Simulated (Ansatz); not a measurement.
# Be3Bi: relaxing a made-up structure

Starting from a made-up structure for Be3Bi, the aim is the relaxed cell, its shortest contacts and, where a second run follows, its electronic structure.

Program: Ansatz 0.2.0. Level of theory: DFT, PBE, plane-wave PAW, files of the set soft_1, scalar-relativistic, no spin, cell and ions relaxed at zero pressure; PAW set soft_1. Results are calculated unless marked as measured.

## (1) Starting point

It takes space group Pm-3m (No. 221, cubic). The conventional cell has a = 3.867 Å, b = 3.867 Å, c = 3.867 Å, α = 90.00°, β = 90.00°, γ = 90.00°. Nearest to Bi lie 12 Be at 2.73 Å. Nearest to Be lie 8 Be at 2.73 Å and 4 Bi at 2.73 Å. Farther neighbours are not listed.

## (2) Relaxation of the guess

The guessed cell has no reason to be at equilibrium. It is relaxed with the atoms, within the space group of the guess.

The input, input.yaml:

```yaml
crystal:
  lattice:
    - [3.867, 0.0, 0.0]
    - [0.0, 3.867, 0.0]
    - [0.0, 0.0, 3.867]
  atoms:
    - { symbol: Bi, position: [0.0, 0.0, 0.0] }
    - { symbol: Be, position: [0.5, 0.5, 0.0] }
    - { symbol: Be, position: [0.5, 0.0, 0.5] }
    - { symbol: Be, position: [0.0, 0.5, 0.5] }
kpoints:
  mp_grid: { grid: [7, 7, 7] }
scf:
  occupations: { method: fermi_dirac, width: 0.05 }
hamiltonian:
  xc: pbe
  pseudopotentials: { kind: paw, azcp: { folder: soft_1 } }
relax:
  f_tol: 0.015
  max_steps: 70
  cell: {}
output:
  forces: true
  stress: true
```

Run with:

```bash
$ ansatz run input.yaml --threads 4 --pin off --max-ram 8192MiB --backend cpu --events-out ev --progress --plain --runs-dir out
```

Numbers of over 12 decimals in the logs are rounded to 6 here.

Log:

```text
Engine: ansatz 0.2.0, aarch64-unknown-linux-gnu
Pseudopotentials: kind: paw
Pseudopotential: Bi, paw, valence charge 15, recommended cutoff 420 eV (normal), soft_1/Bi.paw.azcp
Pseudopotential: Be, paw, valence charge 2, recommended cutoff 420 eV (normal), soft_1/Be.paw.azcp
Functional definition: PBE
  parameter kappa = 0.804
  parameter beta = 0.066725
  exchange = pbe_x(kappa = kappa, mu = beta*pi^2/3)
  correlation = pbe_c(beta = beta)
Crystal: 4 atoms, lattice volume = 57.826 Å³
Basis set: ecut = 420 eV, 1141 PW (Γ), exchange–correlation on 54×54×54 points (8 copies of the dense FFT grid, shifted against one another)
Bands: 15, of which v1, the nominal top of the filled ones, is band 11 counted from 1 (10 counted from 0)
Symmetry: 48 space group operations
Space group: Pm-3m (ITA 221), of the structure as read, at distance tolerance 3.9e-5 Å
k-points: 20 of 343
Non-local potential: Bi, projectors of the file, l = 0: 2, l = 1: 2, l = 2: 2, l = 3: 1
Non-local potential: Be, projectors of the file, l = 0: 2, l = 1: 2, l = 2: 1
PAW form: soft (Blöchl's): semilocal exchange-correlation on the pseudo side does not see the compensation charge
PAW one-centre angular grid: Bi, 590 points (default); XC on 64 Gauss nodes
PAW one-centre angular grid: Be, 110 points (default); XC on 64 Gauss nodes
Initial density: superposition of atomic densities (chi_scale 0.1, normalization cell, long waves kept (reshape's long-wave potential 0.00 eV rms))
Initial wavefunctions: pseudopotential atomic-orbital guess
Functional: x = pbe(κ = 0.804, μ = 0.219515), c = pbe(β = 0.066725)
SCF iter   1: F=—  HF=-12674.167123 eV  |F-HF|=—  |Δ(HF+E_count)|=         —  Δρ=2.21e-2  dr2=7.31e-1  ethr=3.10e-3  ⟨swp⟩=6.1  Hψ=1699  notcnv=0
preconditioner: auto → Resta (q_TF=auto, 2.304 Å⁻¹)  ε∞=2.9  [insulator: Δε(μ)=0.179 eV  Ē_g=16.034 eV  σ=0.050 eV  W_gap=0.71  n_scr=18 (ndim 8)  ℏωp=22.4 eV  f_vac=0.000  D(μ)=1.35/eV (n_scr^D=6)  ε∞_Penn≈2.9]
SCF iter   2: F=—  HF=-12673.921559 eV  |F-HF|=—  |Δ(HF+E_count)|=   2.46e-1  Δρ=9.64e-3  dr2=9.25e-2  ethr=3.10e-3  ⟨swp⟩=2.6  Hψ=605  notcnv=0  defer=1
preconditioner: auto → Kerker (q_TF=auto, 2.304 Å⁻¹)  [metal: Δε(μ)=0.113 eV  Ē_g=8.215 eV  σ=0.050 eV  W_gap=0.45  n_scr=18 (ndim 8)  ℏωp=16.2 eV  f_vac=0.000  D(μ)=1.25/eV (n_scr^D=6)]
SCF iter   3: F=—  HF=-12673.894625 eV  |F-HF|=—  |Δ(HF+E_count)|=   2.69e-2  Δρ=2.87e-3  dr2=2.97e-3  ethr=4.40e-4  ⟨swp⟩=2.1  Hψ=480  notcnv=0  defer=1
SCF iter   4: F=—  HF=-12673.895062 eV  |F-HF|=—  |Δ(HF+E_count)|=   4.37e-4  Δρ=6.44e-4  dr2=2.14e-4  ethr=1.42e-5  ⟨swp⟩=1.1  Hψ=314  notcnv=0  defer=1
SCF iter   5: F=—  HF=-12673.895056 eV  |F-HF|=—  |Δ(HF+E_count)|=   6.32e-6  Δρ=9.46e-5  dr2=5.29e-6  ethr=1.02e-6  ⟨swp⟩=1.0  Hψ=299  notcnv=0  defer=1
SCF iter   6: F=—  HF=-12673.895006 eV  |F-HF|=—  |Δ(HF+E_count)|=   4.92e-5  Δρ=1.67e-5  dr2=2.41e-7  ethr=2.52e-8  ⟨swp⟩=2.0  Hψ=403  notcnv=0  defer=1
SCF iter   7: F=-12673.895006 eV  HF=-12673.895006 eV  |F-HF|=4.09e-9  |Δ(HF+E_count)|=   4.59e-8  Δρ=2.58e-6  dr2=6.14e-9  ethr=4.76e-10  ⟨swp⟩=4.2  Hψ=911  notcnv=0
SCF 1 converged in 7 iterations: F = -12673.895006 eV  dr2 = 6.14e-9
  greatest PAW one-centre occupation: 0.987 electrons in one spin orbital (limit 2), on the Bi atom at site 0 (counted from 0), in its partial waves of l = 2
relax step   1: F+E_penalty+E_count = -12673.89500636 eV  Δ(F+E_penalty+E_count) = +0.000e0 eV  max|allowed force component| = 2.038e-30 eV/Å  Δτ_max = 0.0000 Å  P = +2.356 GPa  Ω = 57.826 Å³  (7 SCF iters, dr2 threshold 1.00e-7 eV, accepted)
Crystal: 4 atoms, lattice volume = 61.524 Å³
Basis set: ecut = 420 eV, 1213 PW (Γ), exchange–correlation on 54×54×54 points (8 copies of the dense FFT grid, shifted against one another)
Initial density: handed on by an earlier stage of this run
Initial wavefunctions: those handed on with the density
iter 1 solved again at ethr=5.60e-5 eV; its pass at ethr=3.10e-3 eV (dr2=1.18e-2 eV) is discarded
SCF iter   1: F=—  HF=-12673.901833 eV  |F-HF|=—  |Δ(HF+E_count)|=         —  Δρ=2.70e-3  dr2=1.22e-2  ethr=5.60e-5  ⟨swp⟩=1.0  Hψ=2099  notcnv=0
preconditioner: auto → Kerker (q_TF=auto, 2.281 Å⁻¹)  [metal: Δε(μ)=0.085 eV  Ē_g=7.958 eV  σ=0.050 eV  W_gap=0.40  n_scr=18 (ndim 8)  ℏωp=15.7 eV  f_vac=0.000  D(μ)=1.27/eV (n_scr^D=6)]
SCF iter   2: F=—  HF=-12673.898764 eV  |F-HF|=—  |Δ(HF+E_count)|=   3.07e-3  Δρ=1.63e-3  dr2=4.26e-3  ethr=5.60e-5  ⟨swp⟩=1.1  Hψ=307  notcnv=0
SCF iter   3: F=—  HF=-12673.897405 eV  |F-HF|=—  |Δ(HF+E_count)|=   1.36e-3  Δρ=1.73e-4  dr2=2.54e-5  ethr=2.03e-5  ⟨swp⟩=2.0  Hψ=389  notcnv=0
SCF iter   4: F=—  HF=-12673.897343 eV  |F-HF|=—  |Δ(HF+E_count)|=   6.19e-5  Δρ=7.23e-5  dr2=4.52e-6  ethr=1.21e-7  ⟨swp⟩=2.4  Hψ=396  notcnv=0
SCF iter   5: F=-12673.897342 eV  HF=-12673.897342 eV  |F-HF|=2.80e-8  |Δ(HF+E_count)|=   7.00e-7  Δρ=9.53e-6  dr2=8.54e-8  ethr=1.90e-9  ⟨swp⟩=3.0  Hψ=1125  notcnv=0
SCF 2 converged in 5 iterations: F = -12673.897342 eV  dr2 = 8.54e-8
relax step   2: F+E_penalty+E_count = -12673.89734190 eV  Δ(F+E_penalty+E_count) = -2.336e-3 eV  max|allowed force component| = 1.767e-31 eV/Å  Δτ_max = 0.0000 Å  P = -1.906 GPa  Ω = 61.524 Å³  energy of the carried Pulay correction = -4.703e-4 eV  (5 SCF iters, dr2 threshold 4.00e-7 eV, accepted)
Crystal: 4 atoms, lattice volume = 59.813 Å³
Basis set: ecut = 420 eV, 1189 PW (Γ), exchange–correlation on 54×54×54 points (8 copies of the dense FFT grid, shifted against one another)
iter 1 solved again at ethr=9.56e-6 eV; its pass at ethr=3.10e-3 eV (dr2=2.01e-3 eV) is discarded
SCF iter   1: F=—  HF=-12673.909296 eV  |F-HF|=—  |Δ(HF+E_count)|=         —  Δρ=1.19e-3  dr2=2.25e-3  ethr=9.56e-6  ⟨swp⟩=1.9  Hψ=2049  notcnv=0
preconditioner: auto → Resta (q_TF=auto, 2.292 Å⁻¹)  ε∞=4.9  [insulator: Δε(μ)=0.172 eV  Ē_g=8.066 eV  σ=0.050 eV  W_gap=0.67  n_scr=18 (ndim 8)  ℏωp=15.9 eV  f_vac=0.000  D(μ)=1.19/eV (n_scr^D=6)  ε∞_Penn≈4.9]
SCF iter   2: F=—  HF=-12673.908608 eV  |F-HF|=—  |Δ(HF+E_count)|=   6.88e-4  Δρ=5.71e-4  dr2=4.14e-4  ethr=9.56e-6  ⟨swp⟩=2.1  Hψ=385  notcnv=0
SCF iter   3: F=—  HF=-12673.908484 eV  |F-HF|=—  |Δ(HF+E_count)|=   1.24e-4  Δρ=9.03e-5  dr2=3.43e-6  ethr=1.97e-6  ⟨swp⟩=2.0  Hψ=387  notcnv=0
SCF iter   4: F=—  HF=-12673.908438 eV  |F-HF|=—  |Δ(HF+E_count)|=   4.60e-5  Δρ=2.60e-5  dr2=3.61e-7  ethr=1.90e-9  ⟨swp⟩=4.5  Hψ=946  notcnv=0
SCF iter   5: F=-12673.908438 eV  HF=-12673.908438 eV  |F-HF|=9.62e-10  |Δ(HF+E_count)|=   5.51e-8  Δρ=2.50e-6  dr2=3.42e-9  ethr=1.72e-9  ⟨swp⟩=2.1  Hψ=991  notcnv=0
SCF 3 converged in 5 iterations: F = -12673.908438 eV  dr2 = 3.42e-9
relax step   3: F+E_penalty+E_count = -12673.90843811 eV  Δ(F+E_penalty+E_count) = -1.110e-2 eV  max|allowed force component| = 1.032e-31 eV/Å  Δτ_max = 0.0000 Å  P = -0.088 GPa  Ω = 59.813 Å³  energy of the carried Pulay correction = -2.564e-4 eV  (5 SCF iters, dr2 threshold 4.00e-7 eV, accepted)
Crystal: 4 atoms, lattice volume = 59.733 Å³
iter 1 solved again at ethr=1.90e-8 eV; its pass at ethr=3.10e-3 eV (dr2=3.98e-6 eV) is discarded
SCF iter   1: F=—  HF=-12673.908525 eV  |F-HF|=—  |Δ(HF+E_count)|=         —  Δρ=5.79e-5  dr2=5.38e-6  ethr=1.90e-8  ⟨swp⟩=2.0  Hψ=1980  notcnv=0
preconditioner: auto → Resta (q_TF=auto, 2.292 Å⁻¹)  ε∞=4.9  [insulator: Δε(μ)=0.172 eV  Ē_g=8.083 eV  σ=0.050 eV  W_gap=0.66  n_scr=18 (ndim 8)  ℏωp=15.9 eV  f_vac=0.000  D(μ)=1.14/eV (n_scr^D=6)  ε∞_Penn≈4.9]
SCF iter   2: F=—  HF=-12673.908470 eV  |F-HF|=—  |Δ(HF+E_count)|=   5.53e-5  Δρ=2.87e-5  dr2=1.02e-6  ethr=1.90e-8  ⟨swp⟩=2.0  Hψ=388  notcnv=0
SCF iter   3: F=-12673.908470 eV  HF=-12673.908470 eV  |F-HF|=1.22e-9  |Δ(HF+E_count)|=   3.24e-7  Δρ=4.48e-6  dr2=1.02e-8  ethr=9.25e-11  ⟨swp⟩=3.8  Hψ=1157  notcnv=0
SCF 4 converged in 3 iterations: F = -12673.908470 eV  dr2 = 1.02e-8
relax step   4: F+E_penalty+E_count = -12673.90846952 eV  Δ(F+E_penalty+E_count) = -3.141e-5 eV  max|allowed force component| = 1.372e-30 eV/Å  Δτ_max = 0.0000 Å  P = +0.004 GPa  Ω = 59.733 Å³  energy of the carried Pulay correction = -2.462e-4 eV  (3 SCF iters, dr2 threshold 1.94e-8 eV, accepted)
Initial wavefunctions: pseudopotential atomic-orbital guess (no wavefunctions were taken with the density)
iter 1 solved again at ethr=1.41e-7 eV; its pass at ethr=3.10e-3 eV (dr2=2.97e-5 eV) is discarded
SCF iter   1: F=—  HF=-12673.908766 eV  |F-HF|=—  |Δ(HF+E_count)|=         —  Δρ=1.06e-4  dr2=1.93e-7  ethr=1.41e-7  ⟨swp⟩=3.3  Hψ=2547  notcnv=0
preconditioner: auto → Resta (q_TF=auto, 2.292 Å⁻¹)  ε∞=4.9  [insulator: Δε(μ)=0.172 eV  Ē_g=8.084 eV  σ=0.050 eV  W_gap=0.66  n_scr=18 (ndim 8)  ℏωp=15.9 eV  f_vac=0.000  D(μ)=1.13/eV (n_scr^D=6)  ε∞_Penn≈4.9]
SCF iter   2: F=—  HF=-12673.908730 eV  |F-HF|=—  |Δ(HF+E_count)|=   3.64e-5  Δρ=5.32e-5  dr2=4.72e-8  ethr=9.21e-10  ⟨swp⟩=2.1  Hψ=499  notcnv=0
SCF iter   3: F=—  HF=-12673.908734 eV  |F-HF|=—  |Δ(HF+E_count)|=   4.70e-6  Δρ=5.32e-6  dr2=8.31e-10  ethr=2.25e-10  ⟨swp⟩=2.0  Hψ=409  notcnv=0
SCF iter   4: F=—  HF=-12673.908734 eV  |F-HF|=—  |Δ(HF+E_count)|=   4.42e-8  Δρ=5.21e-7  dr2=5.27e-11  ethr=3.96e-12  ⟨swp⟩=2.1  Hψ=489  notcnv=0
SCF iter   5: F=-12673.908734 eV  HF=-12673.908734 eV  |F-HF|=9.09e-12  |Δ(HF+E_count)|=  2.78e-10  Δρ=4.55e-8  dr2=4.94e-13  ethr=1.00e-12  ⟨swp⟩=4.0  Hψ=909  notcnv=0
SCF 5 converged in 5 iterations: F = -12673.908734 eV  dr2 = 4.94e-13
relax step   5: F+E_penalty+E_count = -12673.90873438 eV  Δ(F+E_penalty+E_count) = -2.649e-4 eV  max|allowed force component| = 5.752e-31 eV/Å  Δτ_max = 0.0000 Å  P = +0.008 GPa  Ω = 59.733 Å³  stress off target by 7.97e-3 GPa  SCF on the basis re-selected at this cell (its energy is not comparable with the rows above)  (5 SCF iters)
basis re-selected at this cell: Δ(F+E_penalty+E_count) = -2.649e-4 eV, ΔP = +0.004 GPa vs the last step (what re-selecting the basis moved, of the pressure what is left beyond the Pulay correction that the steps carried, after the strain that the cell walked since its last selection, with what the two solves' SCF thresholds leave and, on support functions, any second-order correction that the steps lacked; it is no m [...]
SCF converged after 5 iterations
Free energy (F): -12673.908734 eV
Harris-Foulkes:  -12673.908734 eV  (|F-HF|=9.09e-12)
Internal energy: -12673.898493 eV  (E = F + TS)
E sigma→0 (E₀):  -12673.903614 eV
Entropy (-TS):   -0.010241 eV (-2.560 meV/atom)
Fermi energy:    9.918090 eV
--- Per-component energies (eV) ---
  E_band       = -83.568463
  E_kinetic    = 308.454782
  E_local      = -1468.028302  (includes V_loc(G=0)·N_el)
  E_nonlocal   = 420.674241
  E_hartree    = 572.096098
  E_xc         = -208.419785
  E_vxc        = -187.840675  (∫ρ·V_xc dr)
  E_paw        = -10841.277186  (= ΣΔE_a)
  E_vpaw       = -301.020937  (= ΣTr[D̂ρ^β])
  E_aug_tail   = 0.000213  (compensation charges beyond the density's cutoff)
  E_ewald      = -1457.398553
  E_smearing   = -0.010241  (= −TS)
  E_closure    = 0.000000  (closes the sum)
  Σ components = -12673.908734   (vs F -12673.908734, Δ=0.00e0)
--- Forces (eV/Å), atoms counted from 1 ---
  atom   1  Bi     0.00000000     0.00000000    -0.00000000
  atom   2  Be    -0.00000000     0.00000000     0.00000000
  atom   3  Be    -0.00000000     0.00000000    -0.00000000
  atom   4  Be     0.00000000    -0.00000000     0.00000000
  max |Σ_I F_I| component: 5.92e-31 eV/Å
--- Stress (GPa, compression-positive) ---
        0.007975      -0.000000      -0.000000
       -0.000000       0.007975       0.000000
       -0.000000       0.000000       0.007975
  P = ⅓ Tr σ = 0.0080 GPa (0.080 kbar)
--- Relaxed structure (4 steps of the walk, 4 accepted, 1 SCFs on fresh bases) ---
  F+E_penalty+E_count = -12673.90873438 eV   max|allowed force component| = 5.752e-31 eV/Å   (the final SCF, on the basis selected at the relaxed cell)
  cell:  # Å, volume = 59.7325 Å³
    - [3.909042, 0, 0]
    - [0, 3.909042, 0]
    - [0, 0, 3.909042]
  atoms:
    - { symbol: Bi, position: [0, 0, 0] }
    - { symbol: Be, position: [0.500000, 0.500000, 0] }
    - { symbol: Be, position: [0.500000, 0, 0.500000] }
    - { symbol: Be, position: [0, 0.500000, 0.500000] }
```

Run time: 1.4 s. Hardware: 4 threads of Arm Neoverse V2, shared host; peak memory 0.31 GiB; 4.6 s of CPU time.

Step by step:

```
step  energy less that of the first step (eV)  largest force component (eV/Å)  pressure (GPa)  volume (Å³)
   1                                   0.0000                          0.0000            2.36        57.83
   2                                  -0.0023                          0.0000           -1.91        61.52
   3                                  -0.0134                          0.0000           -0.09        59.81
   4                                  -0.0135                          0.0000            0.00        59.73
  5*                                  -0.0137                          0.0000            0.01        59.73
```

Relaxation steps marked * repeat the geometry before them on a plane-wave basis chosen anew for their cell, so energy and pressure can jump there.

The run keeps the 48 symmetry operations that it works with, so distortions that break them were not tested.

```
conventional cell, symmetrised  before  after  change
                         a (Å)   3.867  3.909  +1.1 %
                         b (Å)   3.867  3.909  +1.1 %
                         c (Å)   3.867  3.909  +1.1 %
              volume (Å³/atom)   14.46  14.93  +3.3 %
```

The relaxed structure:

```
Bi Be
1.0
     3.90904    0.00000    0.00000
     0.00000    3.90904    0.00000
     0.00000    0.00000    3.90904
Bi Be
1 3
Cartesian
  0.0000 0.0000 0.0000
  1.9545 1.9545 0.0000
  1.9545 0.0000 1.9545
  0.0000 1.9545 1.9545
```

This step gave:

```yaml
free_energy: -12673.9087 eV
energy_at_zero_smearing: -12673.9036 eV
smearing_term_ts: 0.01024 eV
fermi_energy: 9.918 eV
electrons: 21
symmetry_operations: 48
pressure: 0.007975 GPa
```

The shortest distance of each pair, which need not be the same contact before and after:

```
 pair  guess (Å)  relaxed (Å)
Be–Bi      2.734        2.764
Be–Be      2.734        2.764
Bi–Bi      3.867        3.909
```

The relaxation ends with a pressure of 0.01 GPa.

## (3) Results

| Item | Value |
| --- | --- |
| space group, relaxed | Pm-3m |
| conventional cell | a = 3.909, b = 3.909, c = 3.909 Å; α = 90.0°, β = 90.0°, γ = 90.0° |
| volume per atom | 14.93 Å³ (guess 14.46) |

Be3Bi relaxes to Pm-3m with a = 3.909, b = 3.909 and c = 3.909 Å. The guessed volume was 3 % too small. The space group Pm-3m was held in the relaxation, so the end point is a stationary structure within it and may be a saddle against distortions or other arrangements. Mesh and cutoff weren't tested. Spin-orbit coupling is left out, which can matter for elements this heavy. No dispersion term is used, so weakly bound directions may come out too long. Nothing here tests whether the compound is stable against decomposition.

[Logs are printed without paths, hosts, clocks, repeated set-up lines and the standing remarks that a program may print on its own settings, such as how far it seeks lower states.]

[Hosts, paths, dates, database ids (printed as entryN), source tags and the programs' standing remarks are cut or masked in the printed files.]
